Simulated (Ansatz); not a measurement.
# Grüneisen parameters and expansion of SiBi (hypothetical, Fm-3m), part 3 of 4

Aim: how the vibrations of SiBi (hypothetical) shift with volume, and the expansion that follows. The crystal structure is hypothetical: it was made by swapping elements on a known structure type.

Ansatz 0.2.0; DFT PBEsol, scalar-relativistic, plane waves, PAW.

So far, highest frequency (cm⁻¹): step 6 (phonons, V/V0 1) 254.

## (10) Lattice dynamics at this volume, V/V0 0.985

The same q-mesh and k-mesh are kept at every volume, so that much of their error can cancel in the differences.

input.yaml reads:

```yaml
crystal:
  lattice:
    - [0.0, 2.8845179681, 2.8845179681]
    - [2.8845179681, 0.0, 2.8845179681]
    - [2.8845179681, 2.8845179681, 0.0]
  atoms:
    - { symbol: Si, position: [0.0, 0.0, 0.0] }
    - { symbol: Bi, position: [0.5, 0.5, 0.5] }
kpoints:
  mp_grid: { grid: [12, 12, 12] }
hamiltonian:
  xc: pbesol
scf:
  occupations: { method: methfessel_paxton, width: 0.15 }
output:
  eigenvalues: true
phonons:
  method: dfpt
  qmesh: [4, 4, 4]
  temperatures: { t_max: 1000, t_step: 50 }
  qpath:
    path:
      - [[0.0, 0.0, 0.0], [0.5, 0.0, 0.5], [0.625, 0.25, 0.625]]
      - [[0.375, 0.375, 0.75], [0.0, 0.0, 0.0], [0.5, 0.5, 0.5], [0.5, 0.25, 0.75], [0.5, 0.0, 0.5]]
    npoints: 10
```

The run is started by

```
ansatz run input.yaml --threads 4 --pin off --max-ram 8192MiB --backend cpu --events-out ev --progress --plain --runs-dir out
```

Numbers of over 12 decimals in the logs are rounded to 6 here.

The log of the run:

```text
[...]
Crystal: 2 atoms, lattice volume = 48.001 Å³
Basis set: ecut = 420 eV, 941 PW (Γ), exchange–correlation on 60×60×60 points (8 copies of the dense FFT grid, shifted against one another)
Bands: 14, of which v1, the nominal top of the filled ones, is band 10 counted from 1 (9 counted from 0)
Symmetry: 48 space group operations
k-points: 72 of 1728
[...]
k-point 71: bands = [... 6 lower, 3.1329, 5.5297, 5.5297, 11.6681, 11.9019, 15.9972, 15.9972, 19.0230]
[...]
ASR residual: 2.598e-4 → 0.000e0 eV/Å²; symmetrization residual: 3.270e-6 eV/Å²
  ASR residual per site (eV/Å²): 5.60e-5 2.60e-4
  Γ frequencies (cm⁻¹): 0.00 0.00 0.00 147.01 147.01 147.01
--- Phonons (arbitrary-q DFPT): 8 irreducible q on the 4×4×4 mesh ---
[...]
interpolated dispersion: 62 rows × 6 modes
[...]
[key lines of the parts left out:]
SCF converged after 9 iterations
Free energy (F): -12862.739945 eV
Fermi energy:    10.341431 eV
```

The job ended after 3.5 min (4 threads of Arm Neoverse V2, shared host; peak memory 2.8 GiB).

No LO-TO term. Phonon branches along the path, in cm⁻¹:

| point | branch 1 | branch 2 | branch 3 | branch 4 | branch 5 | branch 6 |
| --- | --- | --- | --- | --- | --- | --- |
| Γ | 0 | 0 | 0 | 147 | 147 | 147 |
| halfway | 28 | 28 | 85 | 140 | 140 | 226 |
| X | 26 | 26 | 49 | 134 | 134 | 182 |
| halfway | 39 | 45 | 47 | 155 | 156 | 181 |
| U | 44 | 64 | 70 | 180 | 193 | 197 |
| jump to K | 44 | 64 | 70 | 180 | 193 | 197 |
| halfway | 44 | 67 | 81 | 147 | 194 | 223 |
| Γ | 0 | 0 | 0 | 147 | 147 | 147 |
| halfway | 54 | 54 | 70 | 167 | 167 | 208 |
| L | 81 | 81 | 100 | 225 | 225 | 261 |
| halfway | 70 | 73 | 89 | 203 | 211 | 235 |
| W | 45 | 45 | 80 | 178 | 178 | 215 |
| halfway | 40 | 46 | 58 | 158 | 180 | 180 |
| X | 26 | 26 | 49 | 134 | 134 | 182 |

The phonon branches as a text plot (rows in cm⁻¹):

```
    255 |                                      *****
    244 |                                     *     **
    234 |                   ****                      **
    223 |      **          **** *            *  ******  *
    212 |    **  *         *   * *          *  *    ***  ***
    201 |   *     **      *                   *       **    *
    190 |           *    **     * **       *            *    *
    179 |  *         ********    *           *           ********
    168 |               *    **     *     * *               ***
    158 | *            *       *  ** *   * *
    147 |**     ****            *   *******                   **
    136 |  *****    ***          ****                          **
    125 |
    114 |
    103 |                                       ***
     92 |                   ****              **   ****
     81 |    *****         **** *            *  ****** *****
     71 |         **     ***   ***          * **     ***    *
     60 |   *       *   ***      ***       * *         **    *
     49 |  *         ************ **      ***            ********
     38 |              *         *  *    **                  ***
     27 | * ***********           ****   *                     **
     16 | **                         *  *
      5 |*                            **
         Γ           X  U|K            Γ         L        W     X
```

No mode is imaginary beyond numerical noise at the solved wavevectors. The highest zone-centre mode (no LO–TO term) moved by +5.9 % for a volume change of -1.5 %.

## (11) A cell at another volume, V/V0 1.03

Symmetry fixes every atom, so a single point at the scaled cell gives the energy and pressure of this member.

The cell differs from the one that the last finished run ended in (a 4.079 → 4.141 Å, b 4.079 → 4.141 Å, c 4.079 → 4.141 Å).

input.yaml, the sections that differ from step 10:

```yaml
crystal:
  lattice:
    - [0.0, 2.9277921813, 2.9277921813]
    - [2.9277921813, 0.0, 2.9277921813]
    - [2.9277921813, 2.9277921813, 0.0]
  atoms:
    - { symbol: Si, position: [0.0, 0.0, 0.0] }
    - { symbol: Bi, position: [0.5, 0.5, 0.5] }
output:
  forces: true
  stress: true
  eigenvalues: true
# kpoints, hamiltonian, scf: as in step 10
# phonons: removed
```

The log of the run:

```text
[...]
Crystal: 2 atoms, lattice volume = 50.194 Å³
Basis set: ecut = 420 eV, 941 PW (Γ), exchange–correlation on 60×60×60 points (8 copies of the dense FFT grid, shifted against one another)
Bands: 14, of which v1, the nominal top of the filled ones, is band 10 counted from 1 (9 counted from 0)
Symmetry: 48 space group operations
[...]
k-points: 72 of 1728
[...]
--- Band table (eV; the first three rows and the last of 72) ---
  k-point 0: bands = [... 6 lower, 6.7433, 9.0113, 9.0113, 9.0113, 14.4434, 14.4434, 14.4434, 15.1081]
  k-point 1: bands = [... 6 lower, 6.1791, 9.0180, 9.0180, 9.3661, 13.9536, 13.9536, 14.0425, 15.0770]
  k-point 2: bands = [... 6 lower, 5.0512, 9.0493, 9.0493, 9.8811, 13.0389, 13.0389, 13.2961, 15.2269]
  k-point 71: bands = [... 6 lower, 2.5904, 5.1134, 5.1134, 10.9393, 11.1329, 15.3459, 15.3459, 17.9590]
[key lines of the parts left out:]
SCF converged after 6 iterations
Free energy (F): -12862.733438 eV
Fermi energy:    9.674902 eV
P = ⅓ Tr σ = -1.9038 GPa (-19.038 kbar)
```

Run time: 0.73 s. Hardware: 4 threads; peak memory 0.36 GiB.

The run ends at a pressure of -1.90 GPa.

## (12) Lattice dynamics at this volume, V/V0 1.03

Phonons at this volume give one point of F(V, T); meshes stay fixed along the series.

input.yaml, the sections that differ from step 11:

```yaml
output:
  eigenvalues: true
phonons:
  method: dfpt
  qmesh: [4, 4, 4]
  temperatures: { t_max: 1000, t_step: 50 }
  qpath:
    path:
      - [[0.0, 0.0, 0.0], [0.5, 0.0, 0.5], [0.625, 0.25, 0.625]]
      - [[0.375, 0.375, 0.75], [0.0, 0.0, 0.0], [0.5, 0.5, 0.5], [0.5, 0.25, 0.75], [0.5, 0.0, 0.5]]
    npoints: 10
# crystal, kpoints, hamiltonian, scf: as in step 11
```

The log of the run:

```text
[...]
Crystal: 2 atoms, lattice volume = 50.194 Å³
Basis set: ecut = 420 eV, 941 PW (Γ), exchange–correlation on 60×60×60 points (8 copies of the dense FFT grid, shifted against one another)
Bands: 14, of which v1, the nominal top of the filled ones, is band 10 counted from 1 (9 counted from 0)
Symmetry: 48 space group operations
k-points: 72 of 1728
[...]
k-point 71: bands = [... 6 lower, 2.5903, 5.1133, 5.1133, 10.9393, 11.1328, 15.3459, 15.3459, 17.9589]
[...]
ASR residual: 1.769e-4 → 0.000e0 eV/Å²; symmetrization residual: 2.704e-6 eV/Å²
  ASR residual per site (eV/Å²): 3.95e-5 1.77e-4
  Γ frequencies (cm⁻¹): 0.00 0.00 0.00 122.29 122.29 122.29
--- Phonons (arbitrary-q DFPT): 8 irreducible q on the 4×4×4 mesh ---
[...]
interpolated dispersion: 62 rows × 6 modes
[...]
[key lines of the parts left out:]
SCF converged after 9 iterations
Free energy (F): -12862.733438 eV
Fermi energy:    9.674825 eV
```

Elapsed: 3.6 min, on 4 threads; peak memory 2.9 GiB; 14 min of CPU time.

No LO-TO term. The phonon branches at the labelled points (cm⁻¹):

| point | branch 1 | branch 2 | branch 3 | branch 4 | branch 5 | branch 6 |
| --- | --- | --- | --- | --- | --- | --- |
| Γ | 0 | 0 | 0 | 122 | 122 | 122 |
| halfway | 28 | 28 | 78 | 112 | 112 | 208 |
| X | 27 | 27 | 49 | 102 | 102 | 154 |
| halfway | 38 | 43 | 46 | 129 | 129 | 153 |
| U | 43 | 59 | 65 | 153 | 172 | 176 |
| jump to K | 43 | 59 | 65 | 153 | 172 | 176 |
| halfway | 42 | 60 | 74 | 117 | 175 | 204 |
| Γ | 0 | 0 | 0 | 122 | 122 | 122 |
| halfway | 48 | 48 | 64 | 144 | 144 | 187 |
| L | 74 | 74 | 92 | 208 | 208 | 242 |
| halfway | 65 | 68 | 82 | 182 | 190 | 216 |
| W | 45 | 45 | 73 | 151 | 151 | 198 |
| halfway | 40 | 45 | 53 | 129 | 153 | 159 |
| X | 27 | 27 | 49 | 102 | 102 | 154 |

The phonon branches as a text plot (rows in cm⁻¹):

```
    237 |                                       ****
    227 |                                      *    **
    217 |                    ***              *       *
    207 |      **           *   *            *  *****  **
    197 |    **  *         ****                *    **   ***
    187 |                  *   * *          *        **     *
    177 |   *     **      *     *             *       **     *
    167 |                *        **       *            *
    156 |  *        ********     *           *           * ******
    146 |               *   ***     *     * *             *** *
    136 | *                    *  **     *                   *
    126 |*             *            ********                  *
    116 | **   *****            *    *                         *
    106 |   ***     ***          ****                          **
     96 |                                       ***
     86 |                   ***               **   ****
     76 |      ***         ******            *  ****** *****
     66 |    **   **     ***   * *          * **     ***    *
     56 |   *       *   ***     ****       * *          *    *
     45 |  *         ************ **      ***            ********
     35 |             **         *  *    **                   **
     25 | * ***********           ****   *                      *
     15 | **                         *  *
      5 |*                            **
         Γ           X  U|K            Γ         L        W     X
```

No mode is imaginary beyond numerical noise at the solved wavevectors. The highest zone-centre mode (no LO–TO term) moved by -11.9 % for a volume change of +3.0 %.

## (13) Single point at a scaled cell, V/V0 0.97

Symmetry fixes every atom, so a single point at the scaled cell gives the energy and pressure of this member.

The cell differs from the one that the last finished run ended in (a 4.141 → 4.059 Å, b 4.141 → 4.059 Å, c 4.141 → 4.059 Å).

input.yaml, the sections that differ from step 12:

```yaml
crystal:
  lattice:
    - [0.0, 2.8698007836, 2.8698007836]
    - [2.8698007836, 0.0, 2.8698007836]
    - [2.8698007836, 2.8698007836, 0.0]
  atoms:
    - { symbol: Si, position: [0.0, 0.0, 0.0] }
    - { symbol: Bi, position: [0.5, 0.5, 0.5] }
output:
  forces: true
  stress: true
  eigenvalues: true
# kpoints, hamiltonian, scf: as in step 12
# phonons: removed
```

The log of the run:

```text
[...]
Crystal: 2 atoms, lattice volume = 47.270 Å³
Basis set: ecut = 420 eV, 941 PW (Γ), exchange–correlation on 60×60×60 points (8 copies of the dense FFT grid, shifted against one another)
Bands: 14, of which v1, the nominal top of the filled ones, is band 10 counted from 1 (9 counted from 0)
Symmetry: 48 space group operations
[...]
k-points: 72 of 1728
[...]
--- Band table (eV; the first three rows and the last of 72) ---
  k-point 0: bands = [... 6 lower, 8.0833, 9.8554, 9.8554, 9.8554, 15.5816, 15.5816, 15.5816, 15.9747]
  k-point 1: bands = [... 6 lower, 7.3516, 9.8609, 9.8609, 10.3522, 15.0339, 15.0339, 15.1144, 15.9846]
  k-point 2: bands = [... 6 lower, 6.0458, 9.8895, 9.8895, 10.9624, 14.0539, 14.0539, 14.3445, 16.1577]
  k-point 71: bands = [... 6 lower, 3.3243, 5.6771, 5.6771, 11.9264, 12.1739, 16.2261, 16.2261, 19.3986]
[key lines of the parts left out:]
SCF converged after 7 iterations
Free energy (F): -12862.732403 eV
Fermi energy:    10.577373 eV
P = ⅓ Tr σ = 2.2459 GPa (22.459 kbar)
```

Wall time 0.75 s (4 threads); peak memory 0.36 GiB; 2.3 s of CPU time.

The run ends at a pressure of 2.25 GPa.

## (14) Lattice dynamics at this volume, V/V0 0.97

The same q-mesh and k-mesh are kept at every volume, so that much of their error can cancel in the differences.

input.yaml, the sections that differ from step 13:

```yaml
output:
  eigenvalues: true
phonons:
  method: dfpt
  qmesh: [4, 4, 4]
  temperatures: { t_max: 1000, t_step: 50 }
  qpath:
    path:
      - [[0.0, 0.0, 0.0], [0.5, 0.0, 0.5], [0.625, 0.25, 0.625]]
      - [[0.375, 0.375, 0.75], [0.0, 0.0, 0.0], [0.5, 0.5, 0.5], [0.5, 0.25, 0.75], [0.5, 0.0, 0.5]]
    npoints: 10
# crystal, kpoints, hamiltonian, scf: as in step 13
```

The log of the run:

```text
[...]
Crystal: 2 atoms, lattice volume = 47.270 Å³
Basis set: ecut = 420 eV, 941 PW (Γ), exchange–correlation on 60×60×60 points (8 copies of the dense FFT grid, shifted against one another)
Bands: 14, of which v1, the nominal top of the filled ones, is band 10 counted from 1 (9 counted from 0)
Symmetry: 48 space group operations
k-points: 72 of 1728
[...]
k-point 71: bands = [... 6 lower, 3.3243, 5.6771, 5.6771, 11.9264, 12.1739, 16.2261, 16.2261, 19.3986]
[...]
ASR residual: 2.406e-4 → 0.000e0 eV/Å²; symmetrization residual: 4.644e-6 eV/Å²
  ASR residual per site (eV/Å²): 5.17e-5 2.41e-4
  Γ frequencies (cm⁻¹): 0.00 0.00 0.00 155.20 155.20 155.20
--- Phonons (arbitrary-q DFPT): 8 irreducible q on the 4×4×4 mesh ---
[...]
interpolated dispersion: 62 rows × 6 modes
[...]
[key lines of the parts left out:]
SCF converged after 9 iterations
Free energy (F): -12862.732403 eV
Fermi energy:    10.577339 eV
```

The job ended after 3.4 min (4 threads; peak memory 2.8 GiB; 13 min of CPU time).

No mode is imaginary beyond numerical noise at the solved wavevectors. The highest zone-centre mode (no LO–TO term) moved by +11.8 % for a volume change of -3.0 %.

## (15) A cell at another volume, V/V0 1.05

Symmetry fixes every atom, so a single point at the scaled cell gives the energy and pressure of this member.

input.yaml, the sections that differ from step 14:

```yaml
crystal:
  lattice:
    - [0.0, 2.9466209443, 2.9466209443]
    - [2.9466209443, 0.0, 2.9466209443]
    - [2.9466209443, 2.9466209443, 0.0]
  atoms:
    - { symbol: Si, position: [0.0, 0.0, 0.0] }
    - { symbol: Bi, position: [0.5, 0.5, 0.5] }
output:
  forces: true
  stress: true
  eigenvalues: true
# kpoints, hamiltonian, scf: as in step 14
# phonons: removed
```

The log of the run:

```text
[...]
Crystal: 2 atoms, lattice volume = 51.169 Å³
Basis set: ecut = 420 eV, 965 PW (Γ), exchange–correlation on 60×60×60 points (8 copies of the dense FFT grid, shifted against one another)
Bands: 14, of which v1, the nominal top of the filled ones, is band 10 counted from 1 (9 counted from 0)
Symmetry: 48 space group operations
[...]
k-points: 72 of 1728
[...]
--- Band table (eV; the first three rows and the last of 72) ---
  k-point 0: bands = [... 6 lower, 6.3331, 8.7508, 8.7508, 8.7508, 14.0905, 14.0905, 14.0905, 14.8405]
  k-point 1: bands = [... 6 lower, 5.8125, 8.7579, 8.7579, 9.0698, 13.6178, 13.6178, 13.7046, 14.8015]
  k-point 2: bands = [... 6 lower, 4.7395, 8.7901, 8.7901, 9.5544, 12.7240, 12.7240, 12.9678, 14.9425]
  k-point 71: bands = [... 6 lower, 2.3633, 4.9397, 4.9397, 10.6359, 10.8120, 15.0723, 15.0723, 17.5143]
[key lines of the parts left out:]
SCF converged after 7 iterations
Free energy (F): -12862.718441 eV
Fermi energy:    9.396974 eV
P = ⅓ Tr σ = -3.0061 GPa (-30.061 kbar)
```

It took 0.77 s on 4 threads; peak memory 0.36 GiB.

The run ends at a pressure of -3.01 GPa.

## (16) Lattice dynamics at this volume, V/V0 1.05

The same q-mesh and k-mesh are kept at every volume, so that much of their error can cancel in the differences.

input.yaml, the sections that differ from step 15:

```yaml
output:
  eigenvalues: true
phonons:
  method: dfpt
  qmesh: [4, 4, 4]
  temperatures: { t_max: 1000, t_step: 50 }
  qpath:
    path:
      - [[0.0, 0.0, 0.0], [0.5, 0.0, 0.5], [0.625, 0.25, 0.625]]
      - [[0.375, 0.375, 0.75], [0.0, 0.0, 0.0], [0.5, 0.5, 0.5], [0.5, 0.25, 0.75], [0.5, 0.0, 0.5]]
    npoints: 10
# crystal, kpoints, hamiltonian, scf: as in step 15
```

The log of the run:

```text
[...]
Crystal: 2 atoms, lattice volume = 51.169 Å³
Basis set: ecut = 420 eV, 965 PW (Γ), exchange–correlation on 60×60×60 points (8 copies of the dense FFT grid, shifted against one another)
Bands: 14, of which v1, the nominal top of the filled ones, is band 10 counted from 1 (9 counted from 0)
Symmetry: 48 space group operations
k-points: 72 of 1728
[...]
k-point 71: bands = [... 6 lower, 2.3633, 4.9396, 4.9396, 10.6358, 10.8120, 15.0723, 15.0723, 17.5142]
[...]
ASR residual: 1.191e-4 → 0.000e0 eV/Å²; symmetrization residual: 1.854e-6 eV/Å²
  ASR residual per site (eV/Å²): 3.06e-5 1.19e-4
  Γ frequencies (cm⁻¹): 0.00 0.00 0.00 111.07 111.07 111.07
--- Phonons (arbitrary-q DFPT): 8 irreducible q on the 4×4×4 mesh ---
[...]
interpolated dispersion: 62 rows × 6 modes
[...]
[key lines of the parts left out:]
SCF converged after 9 iterations
Free energy (F): -12862.718441 eV
Fermi energy:    9.396944 eV
```

Wall time 3.5 min (4 threads); peak memory 3 GiB.

No LO-TO term. The phonon branches at the labelled points (cm⁻¹):

| point | branch 1 | branch 2 | branch 3 | branch 4 | branch 5 | branch 6 |
| --- | --- | --- | --- | --- | --- | --- |
| Γ | 0 | 0 | 0 | 111 | 111 | 111 |
| halfway | 27 | 27 | 75 | 99 | 99 | 201 |
| X | 27 | 27 | 49 | 86 | 86 | 142 |
| halfway | 37 | 41 | 46 | 116 | 117 | 141 |
| U | 43 | 57 | 63 | 141 | 163 | 166 |
| jump to K | 43 | 57 | 63 | 141 | 163 | 166 |
| halfway | 40 | 56 | 70 | 103 | 166 | 196 |
| Γ | 0 | 0 | 0 | 111 | 111 | 111 |
| halfway | 44 | 44 | 61 | 134 | 134 | 178 |
| L | 71 | 71 | 89 | 200 | 200 | 235 |
| halfway | 63 | 66 | 79 | 172 | 181 | 208 |
| W | 45 | 45 | 70 | 139 | 139 | 191 |
| halfway | 40 | 45 | 51 | 116 | 140 | 149 |
| X | 27 | 27 | 49 | 86 | 86 | 142 |

The phonon branches as a text plot (rows in cm⁻¹):

```
    230 |                                       ****
    220 |                                      *    *
    210 |                    ***              *      **
    200 |      **           *   *               *****  **
    191 |    **            ****              * *   ***   ***
    181 |        *         *   * *          *        **
    171 |   *                                 *       **    *
    161 |         **     **     * **       *           **    *
    152 |           *    *                   *          *
    142 |  *         ********    *        *              ********
    132 |               *    **   ***       *              ** *
    122 | *                    *     *   * *                 *
    112 |*             *            *******                   *
    103 | **   *****            *    *                         *
     93 |   ***     * *          ****            **            **
     83 |            *       **                **  ****         *
     73 |      ***         ******            ** ****** *****
     64 |    **   **     ***   * *          * **     ***    *
     54 |   *       *   ***     * **       * *          *    *
     44 |  *         *************        * *            ********
     34 |             **         ****     **                  **
     24 | * ***********           ****   *                      *
     15 | **                         *  *
      5 |*                            **
         Γ           X  U|K            Γ         L        W     X
```

No mode is imaginary beyond numerical noise at the solved wavevectors. The highest zone-centre mode (no LO–TO term) moved by -20.0 % for a volume change of +5.0 %.

(Part 3 of 4 ends here.)

[Logs are printed without paths, hosts, clocks, repeated set-up lines and the standing remarks that a program may print on its own settings, such as how far it seeks lower states.]

[Hosts, paths, dates, database ids (printed as entryN), source tags and the programs' standing remarks are cut or masked in the printed files.]

[A step with changed settings may run another functional than the one named; its input shows which.]


